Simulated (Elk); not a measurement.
# Does CoRu3N carry moments in Elk?

Wanted: the moments of CoRu3N and the energy gained by spin polarisation.

Program: Elk 11.2.3 (patched build). Level of theory: PBE; all-electron APW+lo, Dirac cores, scalar-relativistic bands. Results are calculated unless marked as measured.

**1. Starting point**

The structure is cubic, space group Pm-3m (No. 221). Conventional cell: a = 3.971 Å, b = 3.971 Å, c = 3.971 Å, α = 90.00°, β = 90.00°, γ = 90.00°. Nearest to Ru lie 2 N at 1.99 Å. Co has 12 Ru at 2.81 Å nearest. Nearest to N lie 6 Ru at 1.99 Å. invented: Fe3RhN (Pm-3m) with Co for Rh, Ru for Fe. Farther neighbours and most contacts between anions are not listed.

The cell is a made-up one and need not be a known phase.

**2. Run 1 (ferro +)**

The parallel start comes first: it fits the smallest cell, keeps the most symmetry and shows whether parallel moments form.

Moments are seeded by fields in the spheres (the last three columns under atoms), set against the wanted direction and reduced each loop.

elk.in reads:

```
tasks
  0
  33
  73

xctype
  20

rgkmax
  7.0

nempty
  14

swidth
  0.002

reducebf
  0.5

epsengy
  1e-05

maxscl
  100

lmaxi
  2

spinpol
  .true.

sppath
  './'

avec
  7.50430653131 0.00000000000 0.00000000000
  0.00000000000 7.50430653131 0.00000000000
  0.00000000000 0.00000000000 7.50430653131

atoms
  3
  'Ru.in'
  3
  0.0000000000 0.5000000000 0.5000000000   0.000000 0.000000 0.000000
  0.5000000000 0.5000000000 0.0000000000   0.000000 0.000000 0.000000
  0.5000000000 0.0000000000 0.5000000000   0.000000 0.000000 0.000000
  'Co.in'
  1
  0.0000000000 0.0000000000 0.0000000000   0.000000 0.000000 -0.100000
  'N.in'
  1
  0.5000000000 0.5000000000 0.5000000000   0.000000 0.000000 0.000000

ngridk
  6 6 6

plot3d
  0 0 0
  1 0 0
  0 1 0
  0 0 1
  20 20 20
```

The run is started by

```bash
> OMP_NUM_THREADS=4 elk
```

Numbers of over 12 decimals in the logs are rounded to 6 here.

Output:

```text
Warning(gndstate): core states of species 2 leak from the muffin-tin :   0.4668637941E-03

--- INFO.OUT ---
┌─────────────────────────┐
│ Elk code version 11.2.3 │
└─────────────────────────┘

All units are atomic (Hartree, Bohr, etc.)

┌─────────────────────────────────────────────────┐
│ Ground-state run starting from atomic densities │
└─────────────────────────────────────────────────┘

Lattice vectors :
   7.504306531       0.000000000       0.000000000
   0.000000000       7.504306531       0.000000000
   0.000000000       0.000000000       7.504306531

Reciprocal lattice vectors :
  0.8372772729       0.000000000       0.000000000
   0.000000000      0.8372772729       0.000000000
   0.000000000       0.000000000      0.8372772729

Unit cell volume      :    422.6021445
Brillouin zone volume :   0.5869591924

Muffin-tin inner radius fraction :   0.1000000000E-01

Nuclei treated as point charges

Species : 1 (Ru)
 parameters loaded from : Ru.in
 name : ruthenium
 nuclear charge    :   -44.00000000
 electronic charge :    44.00000000
 atomic mass :    184239.3393
 muffin-tin radius :    2.187636021
 number of radial points in muffin-tin :   1193
 inner part over the whole radius :   0.9932353364E-02
 number on inner part of muffin-tin    :    845
 approximate nuclear radius :   0.8462081736E-04
 number of mesh points to nuclear radius :    426
 atomic positions (lattice), magnetic fields (Cartesian) :
  1 :   0.00000000  0.50000000  0.50000000    0.00000000  0.00000000  0.00000000
  2 :   0.50000000  0.50000000  0.00000000    0.00000000  0.00000000  0.00000000
  3 :   0.50000000  0.00000000  0.50000000    0.00000000  0.00000000  0.00000000

Species : 2 (Co)
 parameters loaded from : Co.in
 name : cobalt
 nuclear charge    :   -27.00000000
 electronic charge :    27.00000000
 atomic mass :    107428.6517
 muffin-tin radius :    2.400000000
 number of radial points in muffin-tin :    993
 inner part over the whole radius :   0.9997676968E-02
 number on inner part of muffin-tin    :    701
 approximate nuclear radius :   0.7243775530E-04
 number of mesh points to nuclear radius :    333
 atomic positions (lattice), magnetic fields (Cartesian) :
  1 :   0.00000000  0.00000000  0.00000000    0.00000000  0.00000000 -0.10000000

Species : 3 (N)
 parameters loaded from : N.in
 name : nitrogen
 nuclear charge    :   -7.000000000
 electronic charge :    7.000000000
 atomic mass :    25532.65216
 muffin-tin radius :    1.514517245
 number of radial points in muffin-tin :    593
 inner part over the whole radius :   0.9971370584E-02
 number on inner part of muffin-tin    :    405
 approximate nuclear radius :   0.4939692610E-04
 number of mesh points to nuclear radius :    172
 atomic positions (lattice), magnetic fields (Cartesian) :
  1 :   0.50000000  0.50000000  0.50000000    0.00000000  0.00000000  0.00000000

Total number of atoms per unit cell :    5
Total muffin-tin volume :    204.0208452
 ratio of muffin-tin to unit cell volume :   0.4827728582

Spin treatment :
 spin-polarised
 global magnetic field (Cartesian) :    0.000000000       0.000000000       0.000000000
 collinear magnetisation in z-direction

Number of Bravais lattice symmetries :   48
Number of crystal symmetries         :   48
Crystal has inversion symmetry
Real symmetric eigensolver will be used

k-point grid :      6     6     6
k-point offset :    0.000000000       0.000000000       0.000000000
k-point set is reduced with full crystal symmetry group
Total number of k-points :       20

Muffin-tin radius times maximum |G+k| :    7.000000000
 using average radius
Maximum |G+k| for APW functions       :    3.340515344
Maximum (1/2)|G+k|²                   :    5.579521381
Maximum |G| for potential and density :    12.00000000
Constant for pseudocharge density :    7
 order of it for each species :   14  14  14
 order of it for pair densities of each species (exact exchange by exxq0 0: 14) :   11  13   4
Radial integration step length :    1

G-vector grid sizes :     30    30    30
Number of G-vectors :    12293

Maximum angular momentum used for
 APW functions            :    8
 outer part of muffin-tin :    6
 inner part of muffin-tin :    2

Total nuclear charge    :   -166.0000000
Total core charge       :    98.00000000
Total valence charge    :    68.00000000
Total excess charge     :    0.000000000
Total electronic charge :    166.0000000

Effective Wigner radius, rₛ :   0.8470551093

Number of empty states         :     70
Total number of valence states :    210
Total number of core states    :     98

Third-order local-orbitals added for an l without core states : T
Total number of local-orbitals :     84

Exchange-correlation functional :     20     0     0
 Perdew-Burke-Ernzerhof, Phys. Rev. Lett. 77, 3865 (1996)
 gradient requirement :    1
 generalised gradient approximation (GGA)

Smearing type :    3
 Fermi-Dirac
Smearing width :   0.2000000000E-02
Effective electronic temperature (K) :    631.5500496

Mixing type :    3
 Broyden mixing, J. Phys. A: Math. Gen. 17, L317 (1984)

Kohn-Sham potential initialised from atomic data

┌──────────────────────────────┐
│ Self-consistent loop started │
└──────────────────────────────┘

┌─────────────────┐
│ Loop number : 1 │
└─────────────────┘

Energies :
 Fermi                       :     0.313593
 sum of occupied eigenvalues :     -8941.5293053421
 electron kinetic            :      15600.307192932
 core electron kinetic       :      15076.946391985
 Coulomb                     :     -30176.224899680
 Coulomb potential           :     -23948.399811140
 nuclear-nuclear             :     -2004.5582774387
 electron-nuclear            :     -32451.059474823
 Hartree                     :      4279.3928525815
 Madelung                    :     -18202.024994110
 xc potential                :     -593.39463666664
 xc effective B-field        :    -0.11273754553029E-01
 external B-field            :      0.000000
 exchange                    :     -459.08490996615
 correlation                 :     -8.546101
 electron entropic           :    -0.14852374622815E-02
 total energy                :     -15043.550202736
 (external B-field energy excluded from total)

Density of states at Fermi energy :    112.8266635
 (states/Hartree/unit cell)

Estimated indirect band gap :   0.8817960786E-03
 from k-point 8 to k-point 1
Estimated direct band gap   :   0.2153842423E-02
 at k-point 8

Charges :
 core                        :    98.00000000
 valence                     :    68.00000000
 interstitial                :    9.910607492
 muffin-tins (core leakage)
  species : 1 (Ru)
   atom 1                    :    40.59321966     (  0.1104915100E-05)
[...]
species : 2 (Co)
   atom 1                    :   0.6547306067
  species : 3 (N)
   atom 1                    :  -0.6623948074E-02
 total in muffin-tins        :   0.7116488795
 total moment                :   0.6073221946

┌─────────────────┐
│ Loop number : 2 │
└─────────────────┘

Energies :
 Fermi                       :     0.313484
 sum of occupied eigenvalues :     -8941.6570017836
 electron kinetic            :      15599.978015361
 core electron kinetic       :      15076.640114512
 Coulomb                     :     -30176.363259968
 Coulomb potential           :     -23948.173299530
 nuclear-nuclear             :     -2004.5582774387
 electron-nuclear            :     -32451.632840801
 Hartree                     :      4279.8278582711
 Madelung                    :     -18202.276610203
 xc potential                :     -593.41409501867
 xc effective B-field        :    -0.14274325410352E-01
 external B-field            :      0.000000
 exchange                    :     -459.02469288265
 correlation                 :     -8.545835
 electron entropic           :    -0.14769124570192E-02
 total energy                :     -15043.957249745
 (external B-field energy excluded from total)

Density of states at Fermi energy :    109.2376096
 (states/Hartree/unit cell)

Estimated indirect band gap :   0.2022443753E-02
 from k-point 8 to k-point 6
Estimated direct band gap   :   0.4572743364E-02
 at k-point 2

Charges :
 core                        :    98.00000000
 valence                     :    68.00000000
 interstitial                :    9.918488631
 muffin-tins (core leakage)
  species : 1 (Ru)
   atom 1                    :    40.65313087     (  0.1100634176E-05)
   atom 2                    :    40.65313087     (  0.1100634176E-05)
   atom 3                    :    40.65313087     (  0.1100634176E-05)
  species : 2 (Co)
   atom 1                    :    27.61661741     (  0.4698373720E-03)
  species : 3 (N)
   atom 1                    :    6.505501332     (  0.3505932132E-05)
 total in muffin-tins        :    156.0815114
 total calculated charge     :    165.9989319
 total charge                :    166.0000000
 error                       :   0.1068134584E-02

Moments :
 interstitial                :  -0.1162525941
 muffin-tins
  species : 1 (Ru)
   atom 1                    :   0.1145261562E-01
   atom 2                    :   0.1145261562E-01
   atom 3                    :   0.1145261562E-01
  species : 2 (Co)
   atom 1                    :   0.7564620054
  species : 3 (N)
   atom 1                    :  -0.8080778587E-02
 total in muffin-tins        :   0.7827390737
 total moment                :   0.6664864796

RMS change in Kohn-Sham potential (target) :    2.404752926     (  0.1000000000E-05)
Absolute change in total energy (target)   :   0.4070470093     (  0.1000000000E-04)

[... loops 3 to 29 left out ...]

┌──────────────────┐
│ Loop number : 30 │
└──────────────────┘

Energies :
 Fermi                       :     0.430921
 sum of occupied eigenvalues :     -8925.7954021608
 electron kinetic            :      15613.557302418
 core electron kinetic       :      15076.278371830
 Coulomb                     :     -30189.143761452
 Coulomb potential           :     -23929.332252945
 nuclear-nuclear             :     -2004.5582774387
 electron-nuclear            :     -32497.340576181
 Hartree                     :      4312.7550921675
 Madelung                    :     -18224.477634980
 xc potential                :     -609.92001056376
 xc effective B-field        :    -0.100441
 external B-field            :      0.000000
 exchange                    :     -459.56909287338
 correlation                 :     -8.546225
 electron entropic           :    -0.24588546537059E-02
 total energy                :     -15043.704235707
 (external B-field energy excluded from total)

Density of states at Fermi energy :    186.9515134
 (states/Hartree/unit cell)

Estimated indirect band gap :   0.2946383650E-03
 from k-point 3 to k-point 15
Estimated direct band gap   :   0.7260978282E-03
 at k-point 8

Charges :
 core                        :    98.00000000
 valence                     :    68.00000000
 interstitial                :    9.337112136
 muffin-tins (core leakage)
  species : 1 (Ru)
   atom 1                    :    41.63206348     (  0.1032453412E-05)
   atom 2                    :    41.63206348     (  0.1032453412E-05)
   atom 3                    :    41.63206348     (  0.1032453412E-05)
  species : 2 (Co)
   atom 1                    :    25.98126417     (  0.4668637958E-03)
  species : 3 (N)
   atom 1                    :    5.785433238     (  0.3570038081E-05)
 total in muffin-tins        :    156.6628879
 total calculated charge     :    165.9990503
 total charge                :    166.0000000
 error                       :   0.9496529944E-03

Moments :
 interstitial                :  -0.1040402839E-01
 muffin-tins
  species : 1 (Ru)
   atom 1                    :   0.4088192671
   atom 2                    :   0.4088192671
   atom 3                    :   0.4088192671
  species : 2 (Co)
   atom 1                    :    2.130926898
  species : 3 (N)
   atom 1                    :  -0.1860871000E-01
 total in muffin-tins        :    3.338775989
 total moment                :    3.328371960

RMS change in Kohn-Sham potential (target) :   0.3896949569E-06 (  0.1000000000E-05)
Absolute change in total energy (target)   :   0.7938615454E-07 (  0.1000000000E-04)

Convergence targets achieved

┌──────────────────┐
│ Loop number : 31 │
└──────────────────┘

Energies :
 Fermi                       :     0.430921
 sum of occupied eigenvalues :     -8925.7954063767
 electron kinetic            :      15613.557296546
 core electron kinetic       :      15076.278367848
 Coulomb                     :     -30189.143762101
 Coulomb potential           :     -23929.332245961
 nuclear-nuclear             :     -2004.5582774387
 electron-nuclear            :     -32497.340584983
 Hartree                     :      4312.7551003207
 Madelung                    :     -18224.477639121
 xc potential                :     -609.92001558890
 xc effective B-field        :    -0.100441
 external B-field            :      0.000000
 exchange                    :     -459.56909231130
 correlation                 :     -8.546225
 electron entropic           :    -0.24588685569266E-02
 total energy                :     -15043.704241697
 (external B-field energy excluded from total)

Density of states at Fermi energy :    186.9527355
 (states/Hartree/unit cell)

Estimated indirect band gap :   0.2947682897E-03
 from k-point 3 to k-point 15
Estimated direct band gap   :   0.7260492585E-03
 at k-point 8

Charges :
 core                        :    98.00000000
 valence                     :    68.00000000
 interstitial                :    9.337112327
 muffin-tins (core leakage)
  species : 1 (Ru)
   atom 1                    :    41.63206413     (  0.1032453884E-05)
   atom 2                    :    41.63206413     (  0.1032453884E-05)
   atom 3                    :    41.63206413     (  0.1032453884E-05)
  species : 2 (Co)
   atom 1                    :    25.98126218     (  0.4668637941E-03)
  species : 3 (N)
   atom 1                    :    5.785433103     (  0.3570038488E-05)
 total in muffin-tins        :    156.6628877
 total calculated charge     :    165.9990503
 total charge                :    166.0000000
 error                       :   0.9496525208E-03

Moments :
 interstitial                :  -0.1040372384E-01
 muffin-tins
  species : 1 (Ru)
   atom 1                    :   0.4088125450
   atom 2                    :   0.4088125450
   atom 3                    :   0.4088125450
  species : 2 (Co)
   atom 1                    :    2.130929163
  species : 3 (N)
   atom 1                    :  -0.1860828011E-01
 total in muffin-tins        :    3.338758518
 total moment                :    3.328354794

┌──────────────────────────────┐
│ Self-consistent loop stopped │
└──────────────────────────────┘

Warning : core states of species 2 leak from the muffin-tin :   0.4668637941E-03

Wrote STATE.OUT
```

The job ended after 3.6 min (4 threads of Arm Neoverse V1, shared host; peak memory 0.44 GiB).

Spin moment in the muffin-tin sphere by atom:

| atom | spin moment in the muffin-tin sphere (μB) |
| --- | --- |
| Ru1 | 0.41 |
| Ru2 | 0.41 |
| Ru3 | 0.41 |
| Co4 | 2.13 |
| N5 | -0.02 |

Numbers from this step:

| Property | Result |
| --- | --- |
| density of states at the Fermi level | 6.870 states/eV/cell |
| moment between the spheres | -0.01040 μB |
| magnetization | 3.328 μB |
| final state | ferromagnetic |

After 31 cycles the largest moment stands at 2.13 μB.

(Part 1 of 2 ends here.)

[Logs and program files are shortened in this print: banners, set-up blocks, solver, clock and traceback lines can be left out without a mark of their own.]

[Logs are printed without paths, hosts, clocks, repeated set-up lines and the standing remarks that a program may print on its own settings, such as how far it seeks lower states.]

[Hosts, paths, dates, database ids (printed as entryN), source tags and the programs' standing remarks are cut or masked in the printed files.]

[Where a cell is said to come from a database of computed structures, the database is the Materials Project.]
